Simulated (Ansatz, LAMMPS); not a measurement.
# Glassy Ga2O3 (175 atoms): geometry optimisation, part 2 of 2

Wanted: the relaxed structure of glassy Ga2O3 (175 atoms) and its electronic structure.

Ansatz 0.2.0; Kohn-Sham DFT, PBEsol, PAW (set soft_2), plane waves.

The cell: 70 Ga and 105 O. The quench rate of 20 K/ps is many orders above laboratory rates. The starting topology of bonds comes from the classical model. Only the Γ point is sampled, in a cell whose shortest periodic width is 13 Å.

So far, density (g/cm³): step 5 (distances and neighbours after relaxation) 5.02.

## 6. Single point at the relaxed geometry (continued)

Density of states as counts of states in windows of 1 eV (from the Fermi level), total and the larger projections:

```csv
from (eV),to (eV),total,O p,Ga p,Ga s,O s,Ga d
-18,-17,38.2,0.2,4.5,0.8,27.8,4.8
-17,-16,0.1,0.0,0.0,0.0,0.1,0.0
-16,-15,0.0,0.0,0.0,0.0,0.0,0.0
-15,-14,316.1,6.2,0.8,0.4,1.2,307.4
-14,-13,362.8,4.3,2.9,1.0,10.0,344.6
-13,-12,21.1,0.3,0.4,0.2,2.9,17.3
-12,-9,0.0,0.0,0.0,0.0,0.0,0.0
-9,-8,3.1,1.9,0.1,1.0,0.1,0.1
-8,-7,58.3,34.9,2.8,17.4,1.7,1.2
-7,-6,49.0,30.8,3.9,11.0,2.2,1.0
-6,-5,72.4,50.8,11.7,5.6,2.7,1.3
-5,-4,91.2,69.6,13.9,3.2,2.4,1.6
-4,-3,104.0,86.9,11.5,1.4,1.7,1.8
-3,-2,131.0,118.6,6.6,0.8,1.5,2.2
-2,-1,113.4,108.0,1.8,0.3,0.6,1.6
-1,0,7.6,7.3,0.1,0.0,0.0,0.1
0,1,2.0,0.1,0.1,1.2,0.6,0.0
1,2,0.0,0.0,0.0,0.0,0.0,0.0
2,3,12.5,3.2,2.3,4.3,2.4,0.0
3,4,29.6,8.0,6.0,10.7,4.2,0.1
4,5,47.3,11.8,10.7,18.7,4.3,0.1
```

Between -20 and -18 eV lie 172 more states.

The levels nearest the highest filled one (over half full), pooled over k-points and spins:

```csv
level less the highest filled one (eV),occupation
-0.458,2
-0.401,2
-0.362,2
-0.309,2
-0.288,2
0,2
1.16,0
2.79,0
3.00,0
3.04,0
3.07,0
3.20,0
```

Valence density in the ab plane at fractional z = 0.319, with atoms of Ga and O within 0.2 Å of it. It is the smooth field of the valence electrons, not physical close to the nuclei.

Ten steps, logarithmic in the rise over the least value, from '0' (0 e/Å³) to '9' (30 e/Å³), each cell a mean:
```
111111135652000000000123211112111000
000000013321011100001244421112110000
000000011111234321232234311257621000
100001222111356533797311101379731111
133223453211245422687310000134311111
389622332100011101122110000111000001
378621110000000000123321111110000001
112100000000000000124532366311000000
000000000000011100012322478422332000
000000000000123210000000133223553100
000012211000123210000000000012332100
121137962000011100000000000000123211
454337962100000000000000000000123322
565322323331000111000000000000011112
343100124553112455310001110000111111
432000012432112566410124542101222112
973110001111111344211135642232222125
763233211112210011111122322465211124
112454311245531000011100001243111111
001233211246641001232100000111111111
000011000123321112565310111111111110
000000000000011112455323531111136521
111111112210000001122137972111259841
222211135642000000000125642112234421
```
Columns run along a (12.9 Å), rows up along b (12.9 Å). Atoms in or near the plane, at fractional coordinates: Ga at (0.90, 0.06), Ga at (0.81, 0.86), Ga at (0.67, 0.05), Ga at (0.17, 0.49), Ga at (0.54, 0.83), Ga at (0.06, 0.75), O at (0.04, 0.44), O at (0.54, 0.12), O at (0.32, 0.19), O at (0.40, 0.84), O at (0.46, 0.35), O at (0.25, 0.99).

Electrostatic potential energy in the ab plane at fractional z = 0.319, with atoms of Ga and O within 0.2 Å of it. With pseudopotentials it is smooth inside the atoms' cores, unlike the true potential.

Ten even steps from '0' (-28 eV) to '9' (13 eV), each cell a mean:
```
998888850018999999999976678998887889
999999997679999999888841489866688999
999999998778863587545654798533358999
988899877667600054333379997433347999
644576215788853475333479998643468998
333347558999999998655789998888899997
333358999999999999985478766789999997
755689999999999999982156333368999998
999999999999888999998786333368679999
999998899999876799999998544576016999
999875457899876799999999988998546789
988733334799988999999999999998743468
312633334799999999999999999998643367
000575456569999999999999999999866677
646898884006898412799999999999988888
446899997457888100499983248888888875
333789998888888745776761016544688853
334656887888899999865677675333478853
667401788841169999887789987433588887
999856899820049999877999998877888899
999999999986688887200688788888876789
999988999999987788301663336898633347
888877898899988889988743334788533336
888766861038999999999853335898743357
```
Columns run along a (12.9 Å; values clipped at the 3rd and 97th percentile), rows up along b (12.9 Å). Atoms in or near the plane, at fractional coordinates: Ga at (0.90, 0.06), Ga at (0.81, 0.86), Ga at (0.67, 0.05), Ga at (0.17, 0.49), Ga at (0.54, 0.83), Ga at (0.06, 0.75), O at (0.04, 0.44), O at (0.54, 0.12), O at (0.32, 0.19), O at (0.40, 0.84), O at (0.46, 0.35), O at (0.25, 0.99).

Mean intrinsic-atomic-orbital charges: Ga +1.00, O -0.67 e. The largest share in the top eV of filled states is O p (97 % of the projected weight), and in the lowest eV of empty states Ga s (62 % of the projected weight).

Local excerpt of 12 atoms (numbers count through the whole input) about Ga61, which has 6 bonded neighbours where the commonest count for Ga is 5; x, y, z are measured from there.

```csv
atom,x,y,z,distance (Å),bonds,intrinsic-atomic-orbital charge (e)
Ga61,0.00,0.00,0.00,0.00,6,0.97
O83,-1.57,0.76,-0.73,1.89,3,-0.67
O154,0.35,0.99,1.62,1.93,3,-0.67
O170,1.70,-0.84,0.47,1.95,4,-0.66
O145,1.14,1.05,-1.23,1.98,3,-0.69
O148,-0.12,-1.53,-1.44,2.10,4,-0.65
O149,-1.17,-1.38,1.11,2.13,3,-0.66
Ga58,1.67,-0.21,2.39,2.92,5,0.99
Ga46,2.86,0.46,-0.65,2.97,5,0.98
Ga13,-2.94,0.13,0.44,2.98,5,1.00
Ga7,1.48,-2.58,-0.63,3.04,6,0.97
Ga23,-1.54,-2.69,-0.26,3.12,5,1.00
```

The column of bonds counts only the pairs O-Ga within 2.38 Å; other neighbours, such as metal atoms beside each other in a compound, aren't counted, and periodic images can show an atom twice.

## 7. Results

```
energy change in the relaxation                  : -92.3 meV/atom
r.m.s. displacement                              : 0.46 Å
largest displacement                             : 1.66 Å
free energy per atom                             : -1834.0142 eV/atom
pressure                                         : -5.129 GPa
r.m.s. force component                           : 0.00787 eV/Å
gap (highest filled to lowest empty level) : 1.163 eV
wall time of the 3 DFT runs                      : 11 min
```

What this shows: Relaxation lowers the energy by 92.3 meV/atom and moves atoms by 0.46 Å r.m.s.; the r.m.s. force component goes from 0.67 to 0.0079 eV/Å, the pressure goes from -13 to -5.1 GPa, and the gap from 0.454 to 1.16 eV. By the final cutoffs 43 of 370 bonded pairs parted and 6 joined. From the first step to the last the energy fell by 16.152 eV, and the largest move was 1.66 Å (Ga13). The O-Ga bonds go from 2.043 Å (spread 0.121) to 1.956 Å (spread 0.089), and their number from 370 to 333. With the cutoffs above, 59 % of Ga atoms have 5 and 77 % of O atoms have 3 bonded neighbours. 3 % of the oxygens bridge two formers (Ga) and 0 % are non-bridging; 77 % join three; 20 % join four. Between filled and empty levels lie 1.16 eV (at Γ alone); a semilocal functional tends to put such gaps too low. In a disordered cell it changes from sample to sample, and tail or defect levels can set it.

Caveats: The starting topology of bonds comes from the classical model; in DFT 43 of its 370 bonded pairs passed out of the cutoffs and 6 came within them. The pressure of -5.1 GPa shows the cell to be stretched for this functional.

Against the measurements quoted at the start:

```csv
quantity,measured,this cell,difference,method of the measurement
optical gap,4.98 eV,1.16 eV,-3.82 eV,"UV-vis transmittance, Tauc plot"
```

The network comes from the model that made the cell; in DFT 43 of its 370 bonded pairs passed out of the cutoffs and 6 came within them. An optical gap and a spacing of Kohn–Sham levels are different quantities.

[Logs are printed without paths, hosts, clocks, repeated set-up lines and the standing remarks that a program may print on its own settings, such as how far it seeks lower states.]

[Hosts, paths, dates, database ids (printed as entryN), source tags and the programs' standing remarks are cut or masked in the printed files.]
